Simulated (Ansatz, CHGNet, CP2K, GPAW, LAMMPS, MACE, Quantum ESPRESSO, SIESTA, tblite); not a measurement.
# From one method to another: forces in aqueous Li+ and I-, 1.5 mol of salt per kg of water at 360 K (110 atoms)

36 H2O, 1 Li+, 1 I- placed at random, at 1.14 g/cm³; overlaps pushed apart, then 10 ps at 420 K with Joung-Cheatham ions (J. Phys. Chem. B 112, 9020 (2008)); SPC/E water (Berendsen, Grigera and Straatsma, J. Phys. Chem. 91, 6269 (1987)). Snapshot after 20 ps at 360 K and fixed volume.

Two calculations on one geometry. First: GFN2-xTB tight binding, diagonalisation; levels smeared at 580 K; periodic xTB differs between programs (tblite 0.8.0; Γ point). Second: Kohn-Sham DFT, PBE, SSSP efficiency 1.3.0 pseudopotentials, plane waves; sssp-1.3.0-efficiency; 60/480 Ry; levels smeared at 580 K (Quantum ESPRESSO 7.5; sssp-pbe-1.3.0-efficiency, cutoffs 60/480 Ry, Γ point).

Cell vectors (Å):

```
10.442 0.000 0.000
0.000 10.442 0.000
0.000 0.000 10.442
```

Atom, position (Å) and force of the first calculation (eV/Å):

```
1 O 4.429 0.328 0.520 -0.275 0.050 0.612
2 H 4.018 0.346 1.432 0.367 0.266 -0.910
3 H 4.751 1.245 0.282 -0.584 -1.145 0.391
4 O 1.914 0.552 5.846 -0.100 -0.177 0.366
5 H 2.652 0.253 6.452 -0.529 0.721 -0.553
6 H 1.675 1.500 6.055 0.561 -0.821 -0.145
7 O 5.085 1.650 5.281 -0.209 0.044 0.707
8 H 5.489 0.735 5.276 -0.674 0.800 0.143
9 H 4.401 1.709 6.008 1.046 -0.557 -0.794
10 O 7.566 7.558 6.061 -0.379 -0.983 -0.306
11 H 7.509 6.918 6.828 -0.043 0.682 -1.081
12 H 7.323 7.086 5.214 0.350 0.346 1.382
13 O 7.383 6.644 8.932 0.475 0.401 0.008
14 H 7.329 7.583 9.270 0.265 -1.274 -0.397
15 H 8.341 6.363 8.880 -0.610 0.942 0.055
16 O 1.446 0.597 9.543 -0.392 -0.969 -0.252
17 H 2.084 10.276 9.648 -0.759 0.517 -0.137
18 H 0.603 0.269 9.116 1.257 0.315 0.626
19 O 7.424 3.982 9.890 0.213 0.301 -0.962
20 H 7.829 3.320 9.260 -0.342 0.954 0.581
21 H 7.516 4.903 9.511 -0.278 -1.221 0.437
22 O 4.910 5.891 7.041 0.786 0.188 0.535
23 H 5.517 5.123 6.838 -0.334 0.871 0.218
24 H 5.387 6.548 7.626 -0.346 -1.137 -0.806
25 O 0.734 1.627 1.639 0.501 -0.345 -0.039
26 H 1.433 1.337 2.293 -0.518 0.200 -1.091
27 H 0.922 1.216 0.746 0.126 0.242 1.033
28 O 9.876 1.145 4.302 0.161 -0.409 0.740
29 H 9.272 1.325 5.078 1.134 -0.439 -0.935
30 H 0.250 0.662 4.620 -1.200 0.798 -0.088
31 O 9.087 9.997 0.975 0.090 -0.383 -0.209
32 H 9.566 9.201 1.346 -0.277 0.725 -0.752
33 H 8.914 9.858 0.000 0.387 -0.296 1.306
34 O 6.748 3.921 6.031 0.336 -0.487 0.187
35 H 7.565 3.622 6.525 -1.212 -0.047 -0.605
36 H 6.216 3.121 5.753 0.690 0.461 0.448
37 O 2.138 6.525 0.870 1.037 -0.862 0.238
38 H 1.529 5.744 0.736 0.575 0.316 0.153
39 H 2.966 6.225 1.344 -1.190 0.179 -0.612
40 O 8.650 9.173 8.921 0.503 -0.275 -1.137
41 H 8.917 8.368 8.391 -0.151 1.327 0.584
42 H 8.868 10.001 8.404 -0.230 -1.000 0.222
43 O 10.155 6.535 8.409 0.106 -0.366 -0.129
44 H 0.342 5.765 8.515 -0.456 1.407 -0.262
45 H 0.180 7.287 7.944 -0.089 -1.139 0.517
46 O 0.423 4.376 0.833 -0.637 -0.445 -0.403
47 H 9.968 4.426 0.393 1.316 -0.432 0.829
48 H 0.618 3.428 1.085 -0.628 0.771 -0.280
49 O 1.230 8.423 7.229 0.331 1.138 -0.208
50 H 1.887 8.667 7.943 -0.643 -0.186 -0.704
51 H 0.939 9.250 6.748 0.616 -0.726 0.736
52 O 5.156 2.722 0.234 0.761 0.822 0.484
53 H 5.380 2.554 1.194 -0.084 0.891 -0.636
54 H 5.752 3.439 10.315 -0.075 -0.671 0.478
55 O 8.517 4.752 3.579 0.079 -0.181 0.806
56 H 8.177 4.488 4.482 0.584 0.274 -1.229
57 H 9.513 4.667 3.560 -0.917 -0.058 0.419
58 O 3.180 2.640 8.858 -0.417 -0.145 0.627
59 H 2.391 2.167 9.249 1.023 0.538 -0.130
60 H 3.906 2.700 9.543 -1.090 -0.173 -0.631
61 O 5.064 3.181 2.900 -0.293 0.173 0.781
62 H 5.346 3.092 3.855 -0.380 0.195 -1.391
63 H 4.858 4.139 2.701 0.651 -0.708 0.466
64 O 5.855 9.660 9.110 0.592 0.343 0.098
65 H 6.696 10.198 9.065 -1.376 -0.736 0.243
66 H 5.280 10.002 9.854 0.840 -0.019 -0.310
67 O 3.208 1.017 2.898 0.396 -0.047 0.755
68 H 3.377 0.566 3.774 -0.134 0.977 -1.091
69 H 3.724 1.873 2.858 -0.188 -0.753 0.469
70 O 2.976 8.590 9.504 0.623 -0.194 0.548
71 H 2.617 8.088 10.291 0.642 0.301 -0.959
72 H 3.975 8.545 9.508 -1.498 -0.077 0.216
73 O 4.264 7.137 4.677 -0.622 -0.425 -0.027
74 H 3.355 6.927 4.317 0.799 0.312 0.769
75 H 4.430 6.596 5.501 -0.241 0.380 -0.668
76 O 7.323 0.402 2.978 -0.826 -0.499 -0.051
77 H 6.685 0.115 2.264 0.878 0.283 1.464
78 H 7.015 0.051 3.862 0.021 0.221 -1.577
79 O 0.219 7.973 1.860 0.093 -0.062 0.848
80 H 0.931 7.453 1.390 -0.624 0.619 0.837
81 H 0.443 8.040 2.833 0.092 -0.225 -1.425
82 O 2.192 5.543 8.314 1.308 0.100 -0.175
83 H 2.579 6.254 7.726 -0.254 -1.180 1.023
84 H 2.930 5.079 8.804 -0.913 0.770 -0.915
85 O 5.183 5.816 2.433 -0.188 0.861 -0.391
86 H 4.772 6.508 3.027 0.987 -0.653 -0.413
87 H 6.026 6.176 2.035 -0.914 -0.180 0.745
88 O 7.511 7.158 1.790 1.116 0.460 0.002
89 H 8.239 6.792 2.370 -0.860 0.616 -0.992
90 H 7.868 7.916 1.245 -0.195 -1.069 0.965
91 O 0.711 4.552 4.080 1.185 0.109 -0.533
92 H 0.993 4.098 4.926 -0.010 0.140 -0.833
93 H 1.375 4.354 3.359 -1.020 0.047 1.220
94 O 1.361 3.199 6.271 0.356 0.014 0.940
95 H 1.954 3.340 7.064 -0.918 -0.012 -0.792
96 H 0.427 3.021 6.581 0.935 0.182 0.125
97 O 8.221 2.726 1.738 -0.592 0.308 -0.208
98 H 7.540 2.899 1.027 1.159 0.177 1.236
99 H 8.202 3.470 2.406 -0.206 -0.506 -0.858
100 O 4.008 0.435 7.517 -0.474 -0.449 0.613
101 H 3.442 1.001 8.115 1.000 -0.384 -0.327
102 H 4.517 10.215 8.067 -0.306 0.900 -0.432
103 O 5.811 9.485 4.777 -0.379 -0.578 0.796
104 H 6.399 8.982 5.410 -0.850 0.264 -0.682
105 H 4.920 9.035 4.720 1.350 0.089 0.201
106 O 1.578 7.490 4.296 -0.341 -0.483 1.005
107 H 1.737 7.879 5.203 -0.545 -0.658 -0.977
108 H 1.031 6.657 4.382 0.651 0.844 0.157
109 Li 9.187 1.087 2.334 -0.227 0.102 -0.049
110 I 9.141 1.869 7.672 -0.307 -0.034 0.107
```

**Question.** What forces does the second calculation give?

Atom and force (eV/Å):

```
1 -0.124 -0.268 0.286
2 0.147 0.194 -0.456
3 -0.334 -0.613 0.189
4 -0.315 -0.414 -0.154
5 -0.151 0.490 -0.177
6 0.438 -0.435 -0.043
7 -0.252 0.815 0.392
8 -0.534 0.270 0.235
9 1.124 -0.732 -0.608
10 -0.271 -0.586 -0.479
11 -0.115 0.570 -0.895
12 0.384 0.178 1.257
13 0.031 0.116 -0.142
14 0.207 -1.023 -0.248
15 -0.024 1.043 -0.069
16 -0.505 -0.505 -0.123
17 -0.486 0.187 -0.088
18 1.054 0.320 0.458
19 0.042 0.301 -0.756
20 -0.167 0.659 0.205
21 -0.428 -0.792 0.377
22 0.313 0.427 0.408
23 0.057 0.587 0.229
24 -0.194 -1.134 -0.754
25 0.141 0.100 0.088
26 -0.141 0.153 -0.872
27 0.179 -0.066 0.715
28 0.124 -0.300 0.331
29 0.986 -0.416 -0.582
30 -0.977 0.603 0.118
31 -0.337 0.032 -0.233
32 0.236 0.226 -0.620
33 0.484 -0.433 1.125
34 0.294 0.170 0.061
35 -1.012 -0.287 -0.364
36 0.569 -0.089 0.431
37 1.054 -0.331 0.242
38 0.326 -0.262 0.049
39 -0.959 0.170 -0.505
40 0.405 -0.265 -0.934
41 -0.067 1.160 0.487
42 -0.124 -0.634 -0.142
43 -0.525 -0.556 0.185
44 -0.091 1.223 -0.291
45 0.224 -0.745 0.192
46 -0.486 0.113 -0.491
47 1.086 -0.475 0.811
48 -0.550 0.267 -0.166
49 0.003 0.659 -0.297
50 -0.327 -0.043 -0.461
51 0.617 -0.435 0.642
52 0.396 0.580 0.177
53 -0.114 0.996 -0.193
54 0.290 -0.548 0.303
55 -0.288 -0.050 0.403
56 0.420 0.231 -0.983
57 -0.412 -0.088 0.638
58 -0.597 0.029 0.084
59 0.747 0.351 0.021
60 -0.767 -0.163 -0.153
61 -0.413 -0.173 0.550
62 -0.365 -0.080 -1.190
63 0.639 -0.065 0.348
64 0.486 -0.044 -0.288
65 -1.195 -0.768 0.125
66 0.556 0.261 0.420
67 0.007 -0.482 0.350
68 -0.136 1.067 -0.863
69 0.099 -0.384 0.651
70 0.451 -0.047 0.197
71 0.568 -0.125 -0.716
72 -1.336 -0.070 0.252
73 -0.564 -0.082 -0.451
74 0.356 0.378 0.796
75 -0.048 0.117 -0.200
76 -0.523 -0.266 0.104
77 0.765 0.150 1.329
78 -0.215 -0.018 -1.554
79 -0.542 0.317 0.764
80 -0.109 0.351 0.864
81 0.290 -0.247 -1.153
82 0.893 0.017 -0.170
83 -0.089 -1.175 0.962
84 -0.784 0.694 -0.937
85 -0.610 0.410 -0.409
86 1.015 -0.545 -0.095
87 -0.493 0.176 0.427
88 0.742 0.200 0.011
89 -0.634 0.543 -0.886
90 -0.154 -0.900 1.006
91 0.904 0.380 -0.904
92 0.293 -0.026 -0.388
93 -0.922 0.053 1.113
94 0.400 -0.076 0.401
95 -0.802 0.236 -0.485
96 0.602 0.061 0.407
97 -0.393 0.110 -0.520
98 1.187 0.196 1.162
99 -0.247 -0.137 -0.422
100 -0.712 -0.426 0.182
101 0.941 -0.152 -0.115
102 0.054 0.748 -0.337
103 -0.165 -0.003 0.705
104 -0.795 -0.065 -0.354
105 1.182 -0.240 0.264
106 -0.255 -0.260 0.560
107 -0.536 -0.651 -0.683
108 0.551 0.517 0.279
109 -0.258 0.016 -0.115
110 -0.390 -0.027 0.146
```

The two sets differ by 272 meV/Å r.m.s., 50 % of the r.m.s. force of the Quantum ESPRESSO run. Periodic xTB results under one method name differ between programs and library versions. The network of contacts between molecules at the start is that of the classical potential that made the cell, and needn't be the one that DFT or experiment would give. The electronic-structure runs sample only Γ, in a cell whose shortest periodic width is 10 Å.

[Logs are printed without paths, hosts, clocks, repeated set-up lines and the standing remarks that a program may print on its own settings, such as how far it seeks lower states.]

[Hosts, paths, dates, database ids (printed as entryN), source tags and the programs' standing remarks are cut or masked in the printed files.]
